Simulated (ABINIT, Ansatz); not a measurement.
# Tellurium (P3_121, 3 atoms a cell): changed settings of a GW run in ABINIT, part 2 of 2

Aim: change inputs of a GW run on Tellurium (P3_121, 3 atoms a cell) and see what moves.

ABINIT 10.8.3; PBE and many-body steps on it, plane waves. Known limits of the many-body steps: not at the basis limit; model gap, bands may invert with spin-orbit coupling; screening runs away on this mesh; no spin-orbit coupling; coarse k mesh.

So far. Step 2 (Screening, 3×3×2 mesh, 197 bands, screening to 176.9 eV): Local fields lower ε∞ by 19 %. The value itself is an artefact of the mesh, where one narrow direct gap carries too much weight. Step 3 (Base): The gap on the mesh goes from 0.19 eV to 0.44 eV, a correction of +0.25 eV.

The database entry behind the starting cell differs from later determinations by our own check (inner coordinate of an old entry), so it need not match the best structure at ambient conditions.

## (5) A keyword of another program

Level of this step: G0W0 on PBE, plane waves, norm-conserving pseudopotentials (ABINIT).

Input file run.abi:

```
acell 3*1.0 Angstrom
rprim 
  4.454000000025 -0.000000000006 0.000000000000
  -2.227000000008 3.857277148481 0.000000000000
  0.000000000000 0.000000000000 5.924000000000
ntypat 1
znucl 52
natom 3
typat 1 1 1
xred 
  0.269000000000 0.000000000000 0.333333333333
  0.000000000000 0.269000000000 0.666666666667
  0.731000000000 0.731000000000 -0.000000000000
pp_dirpath "pseudos"
pseudos "Te.upf"
ecut 39
ngkpt 3 3 2
nshiftk 1
shiftk 0 0 0
kptopt 1
chksymbreak 0
istwfk *1
occopt 1
irdwfk 1
optdriver 4
nband 197
gwcalctyp 0
ecutsigx 39
symsigma 1
nkptgw 2
kptgw 
  0.3333333333 0.3333333333 0.5000000000
  0.0000000000 0.0000000000 0.0000000000
bdgw 
  35 39
  34 38
ecuteps 6.5
irdscr 1
ppmodel 1
ecut_chi 100
indata_prefix "in"
outdata_prefix "out"
tmpdata_prefix "tmp"
```

Command:

```console
$ OMP_NUM_THREADS=1 mpirun -n 4 abinit run.abi > log
```

The log of the run:

```text
.Version 10.8.3 of ABINIT. v10.8.2 released Aug 2026.

 Symmetries : space group P3_1 2 1 (#152); Bravais hP (primitive hexag.)
================================================================================
 Values of the parameters that define the memory need of the present run
     intxc =       0    ionmov =       0      iscf =       7    lmnmax =       8
     lnmax =       8     mgfft =      64  mpssoang =       4    mqgrid =    3148
     natom =       3  nloc_mem =       1    nspden =       1   nspinor =       1
    nsppol =       1      nsym =       6    n1xccc =    2501    ntypat =       1
    occopt =       1   xclevel =       2
-    mband =         197        mffmem =           1         mkmem =           2
       mpw =        8029          nfft =      147456          nkpt =           6
================================================================================
  Rough estimation (10% accuracy) of disk space for files :
================================================================================

--------------------------------------------------------------------------------
------------- Echo of variables that govern the present computation ------------
--------------------------------------------------------------------------------
 -outvars: echo values of preprocessed input variables --------
            acell      1.8897261259E+00  1.8897261259E+00  1.8897261259E+00 Bohr

             bdgw          35      39      34      38
      chksymbreak           0
             ecut      3.90000000E+01 Hartree
          ecuteps      6.50000000E+00 Hartree
         ecutsigx      3.90000000E+01 Hartree
          ecutwfn      3.90000000E+01 Hartree
-          fftalg         312
           irdscr           1
           irdwfk           1

[...]
npwsigx        8029
           npwwfn        8029
             nsym           6
           ntypat           1
              occ      2.000000  2.000000  2.000000  2.000000  2.000000  2.000000
                       2.000000  2.000000  2.000000  2.000000  2.000000  2.000000
                       2.000000  2.000000  2.000000  2.000000  2.000000  2.000000
                       2.000000  2.000000  2.000000  2.000000  2.000000  2.000000
[...]
0.000000  0.000000  0.000000  0.000000  0.000000  0.000000
   [... 22 further rows ...]
                       0.000000  0.000000  0.000000  0.000000  0.000000  0.000000
                       0.000000  0.000000  0.000000  0.000000  0.000000
        optdriver           4
            rprim      4.4540000000E+00 -6.0000000000E-12  0.0000000000E+00
[...]
spgroup         152

             xred      2.6900000000E-01  1.8503717077E-17  3.3333333333E-01
                      -4.5416255894E-18  2.6900000000E-01  6.6666666667E-01
                       7.3100000000E-01  7.3100000000E-01  9.2518585385E-18
            znucl       52.00000

================================================================================

 chkinp: Checking input parameters for consistency.

--- !ERROR
message: |
    Found token: `ECUT_CHI` in the input file.
    This name is not one of the registered input variable names (see
    Action: check your input file. Perhaps you mistyped the input variable,
    or specified "img", although this was not permitted for this input variable.

--- !ERROR
message: |
    Found token: `ECUT_CHI` in the input file.
    This name is not one of the registered input variable names (see
    Action: check your input file. Perhaps you mistyped the input variable,
    or specified "img", although this was not permitted for this input variable.

--- from the log ---
Found token: `ECUT_CHI` in the input file.
    This name is not one of the registered input variable names (see
    Action: check your input file. Perhaps you mistyped the input variable,
    or specified "img", although this was not permitted for this input variable.
```

Elapsed: 0.86 s, on 4 MPI ranks of Intel Xeon Platinum 8488C (Sapphire Rapids), shared host; peak memory 0.06 GiB.

The run stopped with an error after 0.86 s.

The program's words: Found token: `ECUT_CHI` in the input file. This name is not one of the registered input variable names (see Action: check your input file. Perhaps you mistyped the input variable, or specified "img", although this was not permitted for this input variable.

The fault put into this input: a keyword of another program.

## (6) Side by side

Times are wall times on 4 MPI ranks of Intel Xeon Platinum 8488C (Sapphire Rapids), shared host, good to a factor of about two. A run's time includes the screening step that it read.

```tsv
run	mesh	bands	screening cutoff (eV)	DFT gap (eV)	gap on the mesh (eV)	direct (eV)	ε∞ used	time
base	3×3×2	197	176.9	0.189	0.439	0.439	1328.57	2.9 min
scissors in G	3×3×2	197	176.9	0.189	0.525	0.525	1328.57	3 min
```

## (7) What came out

```yaml
base: 0.439 eV
scissors_in_g: 0.525 eV
known_limits: not at the basis limit; model gap, bands may invert with spin-orbit coupling; screening runs away on this mesh; no spin-orbit coupling; coarse k mesh
```

Scissors in G: +0.086 eV against base (keys changed: mbpt_sciss). Bands and cutoff are finite, so the gap is not at the basis limit. The miss can reach some tenths of an eV and take either sign; the mesh is an error of its own. In the G0W0 runs levels were corrected at 2 k points alone, so a gap called «on the mesh» is the least over those, and an edge elsewhere would be missed. The 3×3×2 mesh is coarse for this cell, which bears on the long-range parts of exchange and screening. With atoms this heavy and so narrow a gap, spin-orbit coupling can invert the bands. These scalar-relativistic gaps are then model values, not to be set against experiment, and a spin-orbit change taken from DFT can't simply be added. For the PBE start: On this mesh the RPA ε∞ passes 90, more than nearly any semiconductor shows; a coarse mesh does this where one point with a narrow direct gap carries much weight. The screening is then too strong, and the G0W0 gap should not be taken as the material's.

[Paths, hosts, dates, memory and timing lines, banners, echoed tables and standing remarks are left out of the program output.]

[Logs are printed without paths, hosts, clocks, repeated set-up lines and the standing remarks that a program may print on its own settings, such as how far it seeks lower states.]

[Runs of the session that timed out or met a known fault of the program may be left out.]

[Hosts, paths, dates, database ids (printed as entryN), source tags and the programs' standing remarks are cut or masked in the printed files.]

[G0W0 gaps are taken among the corrected bands and points alone; a level outside them can change the order at an edge.]

[Where Ansatz stands beside ABINIT at settings called matched, ABINIT's density can come from a denser mesh and the files from another edition; pairs whose starting gaps differed by over 0.03 eV were left out, so agreement reads better than it is.]
